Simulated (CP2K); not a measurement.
Consider chlorocyclopropane at its PBE geometry (Å).

```xyz
9

Cl    2.1862   -0.0613   -0.6848
C     0.7356   -0.0425    0.3364
C    -0.5114   -0.7357   -0.1348
C    -0.4516    0.7816   -0.0774
H     1.0041   -0.0920    1.3895
H    -1.1017   -1.2703    0.6086
H    -0.4814   -1.1993   -1.1190
H    -0.9991    1.3054    0.7055
H    -0.3808    1.3141   -1.0240
```

Method: CP2K XAS_TDP, all-electron GAPW, PBEh(45%), aug-pc-1, TDA, ZORA, spin–orbit coupling.

Predict the bright core excitations at the Cl L₂,₃ edge.

Leading lines: Cl1 198.98 eV. The leading line of an atom is its first one with 35 % of the strongest within 2.5 eV of its lowest line over the strength cut. 

The first six lines of each atom with a strength over 0.0003:

| atom | energy (eV) | states | strength, one atom |
| --- | --- | --- | --- |
| Cl1 (bonded to C) | 198.98 | 2 | 0.0064 |
|  | 200.50 | 2 | 0.0042 |
|  | 201.30 | 2 | 0.0009 |
|  | 201.45 | 1 | 0.0012 |
|  | 202.95 | 2 | 0.0006 |
|  | 202.96 | 1 | 0.0009 |

Lines are vertical, at one geometry, with no vibrational structure. Without a correction of the core level, line positions, and the gaps between valence and Rydberg lines, follow the share of exact exchange. Rydberg lines, and the discretised continuum above threshold, depend on the basis and the box.

[Banner, clock and machine lines of the logs are left out without a mark of their own.]

[Logs are printed without paths, hosts, clocks, repeated set-up lines and the standing remarks that a program may print on its own settings, such as how far it seeks lower states.]

[Hosts, paths, dates, database ids (printed as entryN), source tags and the programs' standing remarks are cut or masked in the printed files.]
